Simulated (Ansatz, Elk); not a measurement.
**KCd2P3Pb2: X-ray structure factors from the self-consistent density**

Structure refinements treat a crystal as free atoms side by side. For a made-up structure of KCd2P3Pb2 (cell and positions from a PBE relaxation) the runs below show what the calculated density changes in F(hkl).

Program: Elk 11.2.3 (patched build). Level of theory: DFT, PBE, all-electron APW+lo, Dirac cores, scalar-relativistic bands, static density, no spin. Results are calculated unless marked as measured.

This account leaves out most program logs.

The structure was built from a prototype and need not be the compound's stable phase.

### Step 1. Starting point

It takes space group R-3m (No. 166, trigonal). The conventional cell has a = 4.428 Å, b = 4.428 Å, c = 40.935 Å, α = 90.00°, β = 90.00°, γ = 120.00°. Nearest to Pb lie 4 P at 2.93 to 3.01 Å. Nearest to Cd lie 3 P at 2.57 Å and 3 K at 3.69 Å and 3 Pb at 3.74 Å. K has 6 P at 3.49 Å and 6 Cd at 3.69 Å nearest. Nearest to P lie 6 Pb at 2.93 Å. Nearest to P lie 3 Cd at 2.57 Å and 1 Pb at 3.01 Å and 3 K at 3.49 Å. Farther neighbours are not listed.

### Step 2. Ground state and structure factors

An all-electron density is needed, since X-rays see the cores too. Task 0 finds the density and task 195 Fourier-transforms it; tshift is off so that phases refer to the origin typed.

Contents of elk.in:

```
tasks
  0
  195

xctype
  20

spinpol
  .false.

rgkmax
  7.0

gmaxvr
  14.0

lmaxo
  7

lmaxapw
  8

swidth
  0.002

tshift
  .false.

ramdisk
  .false.

hmaxvr
  5.5

maxscl
  120

epspot
  1e-06

sppath
  './'

avec
  4.18373321999 2.41547950043 25.78536859378
  -4.18373321999 2.41547950043 25.78536859378
  0.00000000000 -4.83095900190 25.78536859368

atoms
  4
  'Pb.in'
  2
  0.7017115105 0.7017115105 0.7017115105   0.000000 0.000000 0.000000
  0.2982884895 0.2982884895 0.2982884895   0.000000 0.000000 0.000000
  'Cd.in'
  2
  0.8983301926 0.8983301926 0.8983301926   0.000000 0.000000 0.000000
  0.1016698074 0.1016698074 0.1016698074   0.000000 0.000000 0.000000
  'K.in'
  1
  0.5000000000 0.5000000000 0.5000000000   0.000000 0.000000 0.000000
  'P.in'
  3
  -0.0000000000 -0.0000000000 -0.0000000000   0.000000 0.000000 0.000000
  0.7752753806 0.7752753806 0.7752753806   0.000000 0.000000 0.000000
  0.2247246194 0.2247246194 0.2247246194   0.000000 0.000000 0.000000

ngridk
  6 6 6
```

Command:

```bash
> OMP_NUM_THREADS=4 elk
```

Run time: 2.7 min. Hardware: 4 threads of Arm Neoverse V2, shared host; peak memory 0.81 GiB; 6.5 min of CPU time.

SFACRHO.OUT:

```text

h k l indices transformed by vhmat matrix:
   1.000000000       0.000000000       0.000000000    
   0.000000000       1.000000000       0.000000000    
   0.000000000       0.000000000       1.000000000    

      h      k      l  multipl.   |H|            Re(F)            Im(F)           |F|

      0      0      0      1   0.0000000       324.00000      0.51279460E-16   324.00000    
     -1     -1     -1      2  0.24367250       78.799240      0.13561015E-13   78.799240    
     -2     -2     -2      2  0.48734501      -16.485479     -0.63736770E-13   16.485479    
     -3     -3     -3      2  0.73101751       37.477312      0.93910028E-13   37.477312    
      0      1      0      6  0.87086827       24.664374     -0.13561015E-14   24.664374    
      1      1      0      6  0.88215852      -93.850910      0.21019573E-13   93.850910    
     -1     -1     -2      6  0.92594386       28.708727      0.20341522E-14   28.708727    
      2      1      2      6  0.95746975      -218.50072     -0.63736770E-13   218.50072    
      4      4      4      2  0.97469001      -94.532739      0.10577592E-12   94.532739    
      3      2      2      6   1.0368631       80.334576      0.12204913E-13   80.334576    
      3      2      3      6   1.0835338      -44.730728      0.21697624E-13   44.730728    
      3      4      3      6   1.1880870       247.18167      0.32546436E-13   247.18167    
      5      5      5      2   1.2183625      -236.92845      0.47463552E-13   236.92845    
     -3     -4     -4      6   1.2450283       6.3355066     -0.38309867E-13   6.3355066    
     -4     -5     -4      6   1.3662975       80.285193      0.12069303E-12   80.285193    
      5      5      4      6   1.4299992       29.239679      0.94927105E-14   29.239679    
      6      6      6      2   1.4620350      -14.259900     -0.35597664E-13   14.259900    
     -1      1      0      6   1.5018131       251.55490      0.13044977E-15   251.55490
```

Elk indexes on the primitive cell of elk.in and gives |H| = 4π sin θ/λ in inverse bohr. Below, one row stands for each form hkl of the conventional cell (m members, Friedel mates merged), F is for one primitive cell and the density is static (no thermal factor). Free-atom factors are Waasmaier and Kirfel's, and R is Σm||F|−|F'||/Σm|F|.

| hkl | m | sin θ/λ (Å⁻¹) | abs F, DFT | neutral atoms | diff. |
| --- | --- | --- | --- | --- | --- |
| 003 | 2 | 0.037 | 78.799 | 78.909 | -0.109 |
| 006 | 2 | 0.073 | 16.485 | 16.509 | -0.024 |
| 009 | 2 | 0.110 | 37.477 | 36.597 | +0.881 |
| 101 | 6 | 0.131 | 24.664 | 24.422 | +0.242 |
| 012 | 6 | 0.133 | 93.851 | 93.651 | +0.200 |
| 104 | 6 | 0.139 | 28.709 | 27.944 | +0.765 |
| 015 | 6 | 0.144 | 218.501 | 219.287 | -0.786 |
| 0 0 12 | 2 | 0.147 | 94.533 | 94.665 | -0.132 |
| 107 | 6 | 0.156 | 80.335 | 80.529 | -0.194 |
| 018 | 6 | 0.163 | 44.731 | 44.983 | -0.253 |
| 1 0 10 | 6 | 0.179 | 247.182 | 247.310 | -0.128 |
| 0 0 15 | 2 | 0.183 | 236.928 | 237.139 | -0.211 |
| 0 1 11 | 6 | 0.187 | 6.335 | 6.539 | -0.203 |
| 1 0 13 | 6 | 0.205 | 80.285 | 80.372 | -0.087 |
| 0 1 14 | 6 | 0.215 | 29.240 | 29.216 | +0.023 |
| 0 0 18 | 2 | 0.220 | 14.260 | 14.051 | +0.209 |
| 110 | 6 | 0.226 | 251.555 | 251.979 | -0.424 |
| 113 | 12 | 0.229 | 68.856 | 68.843 | +0.013 |

### Step 3. The highest occupied states alone

An energy window below the Fermi level keeps the highest occupied states, to see at which angles they scatter; shallow core shells can lie inside it and anion s states outside. No new self-consistency is needed.

Changes to elk.in since step 2:

```diff
@@ -1,3 +1,2 @@
 tasks
-  0
   195
@@ -40,2 +39,5 @@
 
+wsfac
+  -0.216070 0.451420
+
 sppath
```

Command:

```bash
> OMP_NUM_THREADS=4 elk
```

It took 41 s on 4 threads; peak memory 0.53 GiB; 48 s of CPU time.

States within 10 eV below the Fermi level hold 42.11 electrons; any levels below the window count with the cores, and a count that is not whole means the window cuts a band. Their amplitudes can exceed the total, where window and core parts have opposite phase:

| hkl | sin θ/λ (Å⁻¹) | abs F, window | abs F, all |
| --- | --- | --- | --- |
| 003 | 0.037 | 2.877 | 78.799 |
| 006 | 0.073 | 14.218 | 16.485 |
| 009 | 0.110 | 20.849 | 37.477 |
| 101 | 0.131 | 14.735 | 24.664 |
| 012 | 0.133 | 1.040 | 93.851 |
| 104 | 0.139 | 7.155 | 28.709 |
| 015 | 0.144 | 12.352 | 218.501 |
| 0 0 12 | 0.147 | 1.564 | 94.533 |
| 107 | 0.156 | 3.236 | 80.335 |
| 018 | 0.163 | 6.336 | 44.731 |

### Step 4. Another functional

The difference from free atoms is small, so it is set against the change that LDA (Perdew-Wang) makes.

Changes to elk.in since step 3:

```diff
@@ -1,2 +1,3 @@
 tasks
+  0
   195
@@ -4,3 +5,3 @@
 xctype
-  20
+  3
 
@@ -39,5 +40,2 @@
 
-wsfac
-  -0.216070 0.451420
-
 sppath
```

Command:

```bash
> OMP_NUM_THREADS=4 elk
```

It took 1.8 min on 4 threads; peak memory 0.77 GiB; 4.6 min of CPU time.

Against the first run R = 0.03 %; the largest change is -0.097 at 205.

### Step 5. Basis size

The basis and the expansions that go with it are enlarged, to see whether the differences are converged.

Changes to elk.in since step 4:

```diff
@@ -5,3 +5,3 @@
 xctype
-  3
+  20
 
@@ -11,12 +11,12 @@
 rgkmax
-  7.0
+  8.5
 
 gmaxvr
-  14.0
+  18.0
 
 lmaxo
-  7
+  9
 
 lmaxapw
-  8
+  10
```

Command:

```bash
> OMP_NUM_THREADS=4 elk
```

The job ended after 7.6 min (4 threads; peak memory 1.8 GiB).

Against the first run R = 0.01 %; the largest change is -0.016 at 0 2 25.

### Step 6. Settings against the effect

| run | R against the first run (%) | R against neutral atoms, low angle (%) | wall time |
| --- | --- | --- | --- |
| PBE, rgkmax 7 | 0.00 | 0.24 | 2.7 min |
| LDA (Perdew-Wang) | 0.03 | 0.24 | 1.8 min |
| rgkmax 8.5 with larger expansions | 0.01 | 0.24 | 7.6 min |

### Step 7. Results

```json
{"R against neutral atoms, sin θ/λ < 0.3 Å⁻¹": "0.24 %", "R against neutral atoms, 0.3 to 0.53 Å⁻¹": "0.11 %"}
```

Independent neutral atoms miss the calculated amplitudes by R = 0.24 % below 0.3 Å⁻¹ and 0.11 % from there to 0.53 Å⁻¹; by shells, 0.54 % below 0.15 Å⁻¹ (8 forms), 0.19 % 0.15 to 0.3 (29 forms), 0.11 % 0.3 to 0.45 (59 forms), 0.12 % above 0.45 (53 forms). Bonding, aspherical density and the tables' own atoms all enter these figures, and the runs don't part them. The largest change of an amplitude is +0.88 electrons, at 009. The window's part falls from 42.1 electrons at the origin to at most 1.13 between 0.45 and 0.53 Å⁻¹, where compact states inside the window still scatter. Below 0.3 Å⁻¹ the changes that finished (LDA (Perdew-Wang) and rgkmax 8.5 with larger expansions) move F by R = 0.03 % at most, against the 0.24 % that separates it from free atoms. The k-mesh has no finished test. Spin-orbit coupling is left out, which can matter for elements this heavy. Part of the difference isn't bonding: the tables are fits to free atoms and ions calculated by other methods than this functional. Thermal motion, anomalous dispersion and extinction are left out.

[Logs are printed without paths, hosts, clocks, repeated set-up lines and the standing remarks that a program may print on its own settings, such as how far it seeks lower states.]

[Hosts, paths, dates, database ids (printed as entryN), source tags and the programs' standing remarks are cut or masked in the printed files.]
